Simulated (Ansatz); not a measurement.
# NaF (Villiaumite, Fm-3m): lattice thermal conductivity

Aim: the lattice thermal conductivity of NaF (Villiaumite) against temperature, and which phonons carry it.

Experimental results on record:
- thermal conductivity 18.4 W/m/K near room temperature (given in “Combining the AFLOW GIBBS and Elastic Libraries to efficiently and robustly screen thermo-mechanical properties of solids”, 2017, arXiv:1611.05714)
- thermal conductivity 16.5 W/m/K near room temperature (given in “Predicting the lattice thermal conductivity of solids by solving the Boltzmann transport equation: AFLOW - AAPL an automated, accurate and efficient framework”, 2017, arXiv:1611.05481)

Method: DFT PBEsol, scalar-relativistic, plane waves, PAW; PAW set soft_1, in Ansatz 0.2.0.

### Step 1. The starting structure

Symmetry: Fm-3m, No. 225, cubic system. Conventional cell: a = 4.640 Å, b = 4.640 Å, c = 4.640 Å, α = 90.00°, β = 90.00°, γ = 90.00°. Nearest to Na lie 6 F at 2.32 Å. Nearest to F lie 6 Na at 2.32 Å. Farther neighbours and most contacts between anions are not listed.

### Step 2. A first coarse run

A cheap single point shows whether the cell is a metal or an insulator and how far it is from rest; that sets the k-mesh and the occupations of what follows.

The input, input.yaml:

```yaml
crystal:
  lattice:
    - [0.0, 2.32, 2.32]
    - [2.32, 0.0, 2.32]
    - [2.32, 2.32, 0.0]
  atoms:
    - { symbol: Na, position: [0.0, 0.0, 0.0] }
    - { symbol: F, position: [0.5, 0.5, 0.5] }
kpoints:
  mp_grid: { grid: [6, 6, 6] }
hamiltonian:
  xc: pbesol
  pseudopotentials: { kind: paw, azcp: { folder: soft_1 }, xc_functional: pbe }
scf:
  occupations: { method: gaussian, width: 0.1 }
  lower_state_search: "off"
output:
  forces: true
  stress: true
  eigenvalues: true
```

The run is started by

```
> ansatz run input.yaml --threads 18 --pin off --max-ram 92160MiB --backend cuda --events-out ev --progress --plain --runs-dir out
```

Numbers of over 12 decimals in the logs are rounded to 6 here.

Output:

```text
Engine: ansatz 0.2.0, aarch64-unknown-linux-gnu
Pseudopotentials: kind: paw
Pseudopotential: Na, paw, valence charge 9, recommended cutoff 420 eV (normal), soft_1/Na.paw.azcp
Pseudopotential: F, paw, valence charge 7, recommended cutoff 420 eV (normal), soft_1/F.paw.azcp
Functional definition: PBEsol
  exchange = pbesol_x
  correlation = pbesol_c
device memory: the entry about to start is reckoned to put 0.6 GiB on a device that reports 182.5 GiB free
GPU FFT provider: cuFFT
GPU libraries: cuBLAS 13.8.1, cuFFT 12.4.0, cuSOLVER 12.3.2
GPU matrix products: emulated (plane waves: as basis.precision tells), large ones in fixed point in workspaces of 1.00 GiB
Crystal: 2 atoms, lattice volume = 24.974 Å³
Basis set: ecut = 420 eV, 531 PW (Γ), exchange–correlation on 48×48×48 points (8 copies of the dense FFT grid, shifted against one another)
Bands: 12, of which v1, the nominal top of the filled ones, is band 8 counted from 1 (7 counted from 0)
Symmetry: 48 space group operations
Space group: Fm-3m (ITA 225), of the structure as read, at distance tolerance 2.9e-5 Å
k-points: 16 of 216
Non-local potential: Na, projectors of the file, l = 0: 3, l = 1: 2, l = 2: 1
Non-local potential: F, projectors of the file, l = 0: 2, l = 1: 2, l = 2: 1
PAW form: soft (Blöchl's): semilocal exchange-correlation on the pseudo side does not see the compensation charge
PAW frozen core: Na, regenerated for the run's functional, and the local potential with it (the file was generated under x = pbe(κ = 0.804, μ = 0.219515), c = pbe(β = 0.066725))
PAW frozen core: F, regenerated for the run's functional, and the local potential with it (the file was generated under x = pbe(κ = 0.804, μ = 0.219515), c = pbe(β = 0.066725))
PAW one-centre angular grid: Na, 110 points (default); XC on 64 Gauss nodes
PAW one-centre angular grid: F, 110 points (default); XC on 64 Gauss nodes
Initial density: superposition of atomic densities (chi_scale 0.1, normalization cell, long waves kept (reshape's long-wave potential 0.00 eV rms))
Initial wavefunctions: pseudopotential atomic-orbital guess
GPU buffer pool allocated for 13824 grid points (all kernels)
GPU transforms: local potential and band sums: pruned to the plane-wave sphere, on 24×24×24
Functional: x = pbesol(κ = 0.804, μ = 0.123457), c = pbesol(β = 0.046)
SCF iter   1: F=—  HF=-2281.673781 eV  |F-HF|=—  |Δ(HF+E_count)|=         —  Δρ=2.13e-1  dr2=8.12e0  ethr=3.10e-3  ⟨swp⟩=5.6  Hψ=1144  notcnv=0
preconditioner: auto → none  [insulator: Δε(μ)=2.792 eV  Ē_g=17.413 eV  σ=0.100 eV  W_gap=1.00  n_scr=8 (ndim 8)  ℏωp=21.0 eV  f_vac=0.000  D(μ)=0.00/eV (n_scr^D=0)  ε∞_Penn≈2.5]
SCF iter   2: F=—  HF=-2279.138358 eV  |F-HF|=—  |Δ(HF+E_count)|=    2.54e0  Δρ=4.84e-2  dr2=6.36e-1  ethr=3.10e-3  ⟨swp⟩=3.1  Hψ=577  notcnv=0
SCF iter   3: F=—  HF=-2278.935569 eV  |F-HF|=—  |Δ(HF+E_count)|=   2.03e-1  Δρ=1.03e-2  dr2=2.39e-2  ethr=3.10e-3  ⟨swp⟩=2.7  Hψ=337  notcnv=0
SCF iter   4: F=—  HF=-2278.926502 eV  |F-HF|=—  |Δ(HF+E_count)|=   9.07e-3  Δρ=1.01e-3  dr2=1.75e-4  ethr=1.49e-4  ⟨swp⟩=2.0  Hψ=512  notcnv=0
SCF iter   5: F=—  HF=-2278.926501 eV  |F-HF|=—  |Δ(HF+E_count)|=   5.28e-7  Δρ=3.62e-4  dr2=1.25e-5  ethr=1.09e-6  ⟨swp⟩=2.0  Hψ=309  notcnv=0
SCF iter   6: F=—  HF=-2278.926538 eV  |F-HF|=—  |Δ(HF+E_count)|=   3.71e-5  Δρ=1.00e-4  dr2=2.35e-6  ethr=7.82e-8  ⟨swp⟩=2.0  Hψ=320  notcnv=0
SCF iter   7: F=—  HF=-2278.926539 eV  |F-HF|=—  |Δ(HF+E_count)|=   2.61e-7  Δρ=2.46e-5  dr2=1.49e-7  ethr=1.47e-8  ⟨swp⟩=2.0  Hψ=240  notcnv=0
SCF iter   8: F=-2278.926539 eV  HF=-2278.926539 eV  |F-HF|=1.20e-9  |Δ(HF+E_count)|=   1.98e-9  Δρ=3.03e-6  dr2=1.93e-9  ethr=6.25e-10  ⟨swp⟩=5.4  Hψ=927  notcnv=0
SCF 1 converged in 8 iterations: F = -2278.926539 eV  dr2 = 1.93e-9
  greatest PAW one-centre occupation: 0.999 electrons in one spin orbital (limit 2), on the Na atom at site 0 (counted from 0), in its partial waves of l = 0
SCF converged after 8 iterations
Free energy (F): -2278.926539 eV
Harris-Foulkes:  -2278.926539 eV  (|F-HF|=1.20e-9)
Internal energy: -2278.926539 eV  (E = F + TS)
E sigma→0 (E₀):  -2278.926539 eV
Fermi energy:    3.877469 eV
--- Per-component energies (eV) ---
  E_band       = -235.214057
  E_kinetic    = 312.008881
  E_local      = -1852.193033  (includes V_loc(G=0)·N_el)
  E_nonlocal   = 366.346253
  E_hartree    = 627.482432
  E_xc         = -113.379105
  E_vxc        = -146.436041  (∫ρ·V_xc dr)
  E_paw        = -481.378970  (= ΣΔE_a)
  E_vpaw       = -169.904054  (= ΣTr[D̂ρ^β])
  E_aug_tail   = 0.000768  (compensation charges beyond the density's cutoff)
  E_ewald      = -1137.910901
  E_core_change = 0.097136  (= ΣΔE_core)
  E_smearing   = -0.000000  (= −TS)
  E_closure    = 0.000000  (closes the sum)
  Σ components = -2278.926539   (vs F -2278.926539, Δ=0.00e0)
--- Forces (eV/Å), atoms counted from 1 ---
  atom   1  Na     0.00000000     0.00000000    -0.00000000
  atom   2  F      0.00000000     0.00000000    -0.00000000
  max |Σ_I F_I| component: 2.15e-25 eV/Å
--- Stress (GPa, compression-positive) ---
       -0.348559      -0.000000      -0.000000
        0.000000      -0.348559       0.000000
        0.000000      -0.000000      -0.348559
  P = ⅓ Tr σ = -0.3486 GPa (-3.486 kbar)
--- Band table (eV; the first three rows and the last of 16) ---
  k-point 0: bands = [... 4 lower, -17.9860, 0.7960, 0.7960, 0.7960, 6.9572, 19.5953, 19.5953, 19.5953]
  k-point 1: bands = [... 4 lower, -17.6761, 0.3049, 0.7311, 0.7311, 7.8855, 17.0882, 19.9972, 19.9972]
  k-point 2: bands = [... 4 lower, -17.3543, -0.4751, 0.6038, 0.6038, 9.8602, 14.5931, 20.6297, 20.6297]
  k-point 15: bands = [... 4 lower, -17.6006, -0.2981, 0.1408, 0.2625, 13.7816, 13.8449, 15.2872, 18.3761]
```

Elapsed: 1.4 s, on 1 × NVIDIA GB200 with 18 threads of Arm Neoverse V2, shared host; peak memory 1.1 GiB; 1.9 s of CPU time.

The column dr2 measures how far the density is from self-consistency, as an energy; F and HF (Harris–Foulkes) agree once it is small.

A gap read on the k-mesh alone can miss the band edges.

This step gave:

| Property | Result |
| --- | --- |
| pressure | -0.3486 GPa |
| gap on the k-mesh | 6.161 eV |
| volume per atom | 12.49 Å³/atom |

The start is under -0.35 GPa at this level and looks like an insulator or semiconductor on this mesh.

### Step 3. Relaxation

Phonons are second derivatives about a minimum, so cell and atoms are relaxed first, inside the symmetry of the start.

input.yaml, the sections that differ from step 2:

```yaml
kpoints:
  mp_grid: { grid: [8, 8, 8] }
scf:
  occupations: { method: gaussian, width: 0.02 }
  lower_state_search: "off"
relax:
  adjacent_minimum: "off"
  f_tol: 0.005
  max_steps: 80
  cell: { stress_tol: 0.05 }
# crystal, hamiltonian, output: as in step 2
```

Output:

```text
[...]
Crystal: 2 atoms, lattice volume = 24.974 Å³
Basis set: ecut = 420 eV, 531 PW (Γ), exchange–correlation on 48×48×48 points (8 copies of the dense FFT grid, shifted against one another)
Bands: 12, of which v1, the nominal top of the filled ones, is band 8 counted from 1 (7 counted from 0)
Symmetry: 48 space group operations
[...]
k-points: 29 of 512
[...]
SCF iter   1: F=—  HF=-2281.673603 eV  |F-HF|=—  |Δ(HF+E_count)|=         —  Δρ=2.13e-1  dr2=8.12e0  ethr=3.10e-3  ⟨swp⟩=6.0  Hψ=2083  notcnv=0
[...]
SCF iter   2: F=—  HF=-2279.141772 eV  |F-HF|=—  |Δ(HF+E_count)|=    2.53e0  Δρ=4.89e-2  dr2=6.46e-1  ethr=3.10e-3  ⟨swp⟩=3.1  Hψ=1047  notcnv=0
[...]
SCF iter   7: F=-2278.926422 eV  HF=-2278.926422 eV  |F-HF|=3.38e-8  |Δ(HF+E_count)|=   2.83e-7  Δρ=1.80e-5  dr2=7.94e-8  ethr=6.25e-10  ⟨swp⟩=4.0  Hψ=1985  notcnv=0
SCF 1 converged in 7 iterations: F = -2278.926422 eV  dr2 = 7.94e-8
[...]
relax step   1: F+E_penalty+E_count = -2278.92642169 eV  Δ(F+E_penalty+E_count) = +0.000e0 eV  max|allowed force component| = 5.773e-25 eV/Å  Δτ_max = 0.0000 Å  P = -0.352 GPa  Ω = 24.974 Å³  (7 SCF iters, dr2 threshold 1.00e-7 eV, accepted)
[...]
Crystal: 2 atoms, lattice volume = 24.911 Å³
[...]
iter 1 solved again at ethr=7.41e-8 eV; its pass at ethr=3.10e-3 eV (dr2=1.19e-5 eV) is discarded
[...]
SCF iter   2: F=—  HF=-2278.926655 eV  |F-HF|=—  |Δ(HF+E_count)|=   4.44e-6  Δρ=1.57e-4  dr2=2.60e-6  ethr=7.41e-8  ⟨swp⟩=2.0  Hψ=527  notcnv=0
[...]
SCF iter   4: F=-2278.926655 eV  HF=-2278.926655 eV  |F-HF|=2.95e-10  |Δ(HF+E_count)|=   3.23e-8  Δρ=1.83e-5  dr2=4.79e-8  ethr=1.25e-9  ⟨swp⟩=5.2  Hψ=1789  notcnv=0
SCF 2 converged in 4 iterations: F = -2278.926655 eV  dr2 = 4.79e-8
relax step   2: F+E_penalty+E_count = -2278.92665462 eV  Δ(F+E_penalty+E_count) = -2.329e-4 eV  max|allowed force component| = 4.308e-26 eV/Å  Δτ_max = 0.0000 Å  P = -0.220 GPa  Ω = 24.911 Å³  energy of the carried Pulay correction = +1.196e-4 eV  (4 SCF iters, dr2 threshold 2.00e-7 eV, accepted)
[...]
Crystal: 2 atoms, lattice volume = 24.805 Å³
[...]
SCF iter   5: F=-2278.926926 eV  HF=-2278.926926 eV  |F-HF|=2.75e-9  |Δ(HF+E_count)|=   8.28e-9  Δρ=5.07e-6  dr2=4.25e-9  ethr=7.57e-10  ⟨swp⟩=5.2  Hψ=1545  notcnv=0
SCF 3 converged in 5 iterations: F = -2278.926926 eV  dr2 = 4.25e-9
relax step   3: F+E_penalty+E_count = -2278.92692641 eV  Δ(F+E_penalty+E_count) = -2.718e-4 eV  max|allowed force component| = 1.260e-25 eV/Å  Δτ_max = 0.0000 Å  P = +0.001 GPa  Ω = 24.805 Å³  energy of the carried Pulay correction = +3.190e-4 eV  (5 SCF iters, dr2 threshold 1.21e-7 eV, accepted)
[...]
SCF iter   1: F=—  HF=-2278.926703 eV  |F-HF|=—  |Δ(HF+E_count)|=         —  Δρ=2.32e-5  dr2=2.23e-8  ethr=2.13e-7  ⟨swp⟩=3.6  Hψ=3105  notcnv=0
eigensolver tolerance schedule: the retry pair's looser diagonalisation over-reported the residual by 1529.45 of it (diagonalisation noise at 0.12 of the residual, at the tolerance the schedule requests for it); recorded, not acted on — ethr = c·dr2/N_el stays at c = 1.0e-1
[...]
SCF iter   2: F=—  HF=-2278.926762 eV  |F-HF|=—  |Δ(HF+E_count)|=   5.85e-5  Δρ=1.38e-5  dr2=9.31e-9  ethr=1.39e-10  ⟨swp⟩=2.8  Hψ=661  notcnv=0
[...]
SCF iter   6: F=-2278.926762 eV  HF=-2278.926762 eV  |F-HF|=1.36e-12  |Δ(HF+E_count)|=  3.55e-11  Δρ=6.15e-8  dr2=3.14e-13  ethr=1.00e-12  ⟨swp⟩=4.0  Hψ=1576  notcnv=0
SCF 4 converged in 6 iterations: F = -2278.926762 eV  dr2 = 3.14e-13
relax step   4: F+E_penalty+E_count = -2278.92676152 eV  Δ(F+E_penalty+E_count) = +1.649e-4 eV  max|allowed force component| = 3.839e-29 eV/Å  Δτ_max = 0.0000 Å  P = -0.025 GPa  Ω = 24.805 Å³  stress off target by 2.51e-2 GPa  SCF on the basis re-selected at this cell (its energy is not comparable with the rows above)  (6 SCF iters)
basis re-selected at this cell: Δ(F+E_penalty+E_count) = +1.649e-4 eV, ΔP = -0.026 GPa vs the last step (what re-selecting the basis moved, of the pressure what is left beyond the Pulay correction that the steps carried, after the strain that the cell walked since its last selection, with what the two solves' SCF thresholds leave and, on support functions, any second-order correction that the steps lacked; it is no m [...]
SCF converged after 6 iterations
Free energy (F): -2278.926762 eV
[...]
Internal energy: -2278.926762 eV  (E = F + TS)
E sigma→0 (E₀):  -2278.926762 eV
Fermi energy:    3.943558 eV
[...]
--- Stress (GPa, compression-positive) ---
       -0.025062      -0.000000      -0.000000
       -0.000000      -0.025062       0.000000
       -0.000000      -0.000000      -0.025062
  P = ⅓ Tr σ = -0.0251 GPa (-0.251 kbar)
--- Band table (eV; the first three rows and the last of 29) ---
  k-point 0: bands = [... 4 lower, -17.9165, 0.8453, 0.8453, 0.8453, 7.0418, 19.6917, 19.6917, 19.6917]
  k-point 1: bands = [... 4 lower, -17.7080, 0.5434, 0.8067, 0.8067, 7.5919, 17.9228, 19.9326, 19.9326]
  k-point 2: bands = [... 4 lower, -17.4331, -0.0685, 0.7147, 0.7147, 8.9124, 15.8364, 20.4687, 20.4687]
  k-point 28: bands = [... 4 lower, -17.4710, -0.0452, -0.0452, 0.2648, 13.9054, 13.9054, 16.0309, 17.6549]
--- Relaxed structure (3 steps of the walk, 3 accepted, 1 SCFs on fresh bases) ---
  F+E_penalty+E_count = -2278.92676152 eV   max|allowed force component| = 3.839e-29 eV/Å   (the final SCF, on the basis selected at the relaxed cell)
  cell:  # Å, volume = 24.8051 Å³
    - [0, 2.314748, 2.314748]
    - [2.314748, 0, 2.314748]
    - [2.314748, 2.314748, 0]
  atoms:
    - { symbol: Na, position: [0, 0, 0] }
    - { symbol: F, position: [0.500000, 0.500000, 0.500000] }
```

It took 2.5 s on 1 × NVIDIA GB200 with 18 threads; peak memory 1.1 GiB.

Relaxation path:

```
step  energy less that of the first step (eV)  largest force component (eV/Å)  pressure (GPa)  volume (Å³)
   1                                   0.0000                          0.0000           -0.35        24.97
   2                                  -0.0002                          0.0000           -0.22        24.91
   3                                  -0.0005                          0.0000            0.00        24.81
  4*                                  -0.0003                          0.0000           -0.03        24.81
```

Relaxation steps marked * repeat the geometry before them on a plane-wave basis chosen anew for their cell, so energy and pressure can jump there.

Forces are held to the 48 operations that the run works with; a distortion that breaks them can't arise in this run.

| conventional cell, symmetrised | before | after | change |
| --- | --- | --- | --- |
| a (Å) | 4.640 | 4.629 | -0.2 % |
| b (Å) | 4.640 | 4.629 | -0.2 % |
| c (Å) | 4.640 | 4.629 | -0.2 % |
| volume (Å³/atom) | 12.49 | 12.40 | -0.7 % |

The relaxed structure:

```cif
data_structure
_symmetry_space_group_name_H-M 'P 1'
_symmetry_Int_Tables_number 1
_cell_length_a 3.2735
_cell_length_b 3.2735
_cell_length_c 3.2735
_cell_angle_alpha 60.000
_cell_angle_beta 60.000
_cell_angle_gamma 60.000
_cell_volume 24.81
loop_
_atom_site_label
_atom_site_type_symbol
_atom_site_fract_x
_atom_site_fract_y
_atom_site_fract_z
_atom_site_occupancy
Na1 Na 0.00000 0.00000 0.00000 1
F2 F 0.50000 0.50000 0.50000 1
```

Numbers from this step:

```yaml
pressure: -0.02506 GPa
gap_on_the_k_mesh: 6.197 eV
volume_per_atom: 12.40 Å³/atom
```

### Step 4. Tight relaxation

The relaxation is repeated with tighter thresholds on force and stress, since phonons are sensitive to what is left; a change of mesh or smearing in the input moves the cell too.

input.yaml, the sections that differ from step 3:

```yaml
crystal:
  lattice:
    - [0.0, 2.3147480933, 2.3147480933]
    - [2.3147480933, 0.0, 2.3147480933]
    - [2.3147480933, 2.3147480933, 0.0]
  atoms:
    - { symbol: Na, position: [0.0, 0.0, 0.0] }
    - { symbol: F, position: [0.5, 0.5, 0.5] }
scf:
  occupations: { method: fixed }
  lower_state_search: "off"
relax:
  adjacent_minimum: "off"
  f_tol: 0.001
  max_steps: 60
  cell: { stress_tol: 0.01 }
# kpoints, hamiltonian, output: as in step 3
```

Output:

```text
[...]
Crystal: 2 atoms, lattice volume = 24.805 Å³
Basis set: ecut = 420 eV, 531 PW (Γ), exchange–correlation on 48×48×48 points (8 copies of the dense FFT grid, shifted against one another)
Bands: 12, of which v1, the nominal top of the filled ones, is band 8 counted from 1 (7 counted from 0)
Symmetry: 48 space group operations
[...]
k-point 28: bands = [... 4 lower, -17.4662, -0.0420, -0.0420, 0.2681, 13.9125, 13.9125, 16.0404, 17.6646]
--- Relaxed structure (3 steps of the walk, 3 accepted, 1 SCFs on fresh bases) ---
[...]
cell:  # Å, volume = 24.7923 Å³
    - [0, 2.314349, 2.314349]
    - [2.314349, 0, 2.314349]
    - [2.314349, 2.314349, 0]
  atoms:
    - { symbol: Na, position: [0, 0, 0] }
    - { symbol: F, position: [0.5, 0.5, 0.5] }
[key lines of the parts left out:]
SCF converged after 8 iterations
Free energy (F): -2278.926786 eV
Fermi energy:    0.849038 eV
P = ⅓ Tr σ = 0.0003 GPa (0.003 kbar)
```

It took 2.4 s on 1 × NVIDIA GB200 with 18 threads; peak memory 1.1 GiB.

Little changed from the start: no atom moved by 0.005 Å and no cell edge by 0.1 %.

This step gave:

- pressure: 3.00e-4 GPa
- gap on the k-mesh: 6.199 eV

The residual pressure is 3.0e-4 GPa, small enough for phonons.

(Continued in part 2 of 2.)

[Logs are printed without paths, hosts, clocks, repeated set-up lines and the standing remarks that a program may print on its own settings, such as how far it seeks lower states.]

[Hosts, paths, dates, database ids (printed as entryN), source tags and the programs' standing remarks are cut or masked in the printed files.]

[A step with changed settings may run another functional than the one named; its input shows which.]
